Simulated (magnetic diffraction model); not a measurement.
# Magnetic neutron pattern of NaCeTe₆P₂

Space group P2_1 (no. 4), a = 6.6950 Å, b = 7.5400 Å, c = 10.1920 Å, β = 91.38°.

| site | atom | x | y | z |
| --- | --- | --- | --- | --- |
| 2a | Ce | 0.2831 | 0.0007 | 0.4972 |
| 2a | Te | 0.3531 | 0.6312 | 0.0102 |
| 2a | Te | 0.0931 | 0.9131 | 0.7572 |
| 2a | Te | 0.0946 | 0.9334 | 0.2284 |
| 2a | Te | 0.1295 | 0.6379 | 0.5238 |
| 2a | Te | 0.5663 | 0.8073 | 0.3290 |
| 2a | Te | 0.4288 | 0.3054 | 0.3278 |
| 2a | P | 0.3128 | 0.7323 | 0.2081 |
| 2a | P | 0.1862 | 0.5107 | 0.3239 |
| 2a | Na | 0.8109 | 0.7136 | 0.0083 |

The compound is invented for this exercise: a known structure type with other elements, its cell scaled to their sizes and not relaxed.

Only Ce is taken to order (form factors of Ce3+); orders and moment sizes are assumed, and not adapted to the symmetry. Radiation: neutrons of λ = 1.594 Å, 3° to 30°; isotropic B of 0.47 Å² (Ce), 0.35 Å² (Te), 0.62 Å² (P) and 0.62 Å² (Na). The intensities are simulated: I ∝ L Σ (|F_N|² + |F_M⊥|²) for unpolarised neutrons, with F_M = 2.695 fm/μB × Σ f(s) S exp(2πi Q·r) exp(−B s²) at Q = H ± k (one set where k and −k are equivalent), only the part normal to Q counting and L = 1/(sin²θ cos θ). For collinear order S is the moment m, which repeats by lattice and centring translations R with the sign exp(−2πi k·R). Form factors are spin-only for 3d ions and dipole or tabulated for f ions, scattering lengths are Sears's of 1992, and absorption is left out. A label names one of the reflections at its angle. The strongest nuclear line in the range is 100, and lines under 0.2 are left out.

Assume the order k = (0 0 0), collinear moments along [100], 1.2 μB on Ce; signs + at (0.2831, 0.0007, 0.4972), + at (0.7169, 0.5007, 0.5028).

Q: Where does magnetic intensity appear, and how strong is it?

```tsv
2θ (°)	index	nuclear	magnetic
8.97	(0 0 1)	94.0	22.3
15.11	(0 1 1)	58.9	0.0
16.20	(1 0 -1)	42.0	0.1
16.56	(1 0 1)	54.2	0.1
18.00	(0 0 2)	16.8	5.3
18.32	(1 1 0)	50.9	4.3
20.29	(1 1 -1)	9.8	4.2
20.58	(1 1 1)	8.6	4.2
21.77	(0 1 2)	23.6	0.0
22.41	(1 0 -2)	1.5	0.1
22.94	(1 0 2)	2.7	0.1
24.41	(0 2 0)	2.4	2.7
25.56	(1 1 -2)	9.1	3.3
26.03	(1 1 2)	1.3	3.3
26.05	(0 2 1)	31.6	4.7
27.14	(0 0 3)	20.2	2.1
27.56	(2 0 0)	4.0	0.0
28.08	(1 2 0)	100.0	0.1
28.82	(2 0 -1)	3.1	0.1
29.43	(1 2 -1)	39.1	0.1
29.64	(1 2 1)	69.5	0.1
29.83	(0 1 3)	6.6	0.0
```

The strongest magnetic line in the range is (0 0 1) at 8.97° (22.3). On top of the Lorentz factor, which all lines share, magnetic lines fade with angle because f falls: for Ce3+ it is 0.96, 0.86, 0.71 and 0.43 at sin θ/λ = 0.1, 0.2, 0.3 and 0.5 Å⁻¹, while nuclear lengths stay constant. The net moment is 2.40 μB a primitive cell.

[Logs are printed without paths, hosts, clocks, repeated set-up lines and the standing remarks that a program may print on its own settings, such as how far it seeks lower states.]
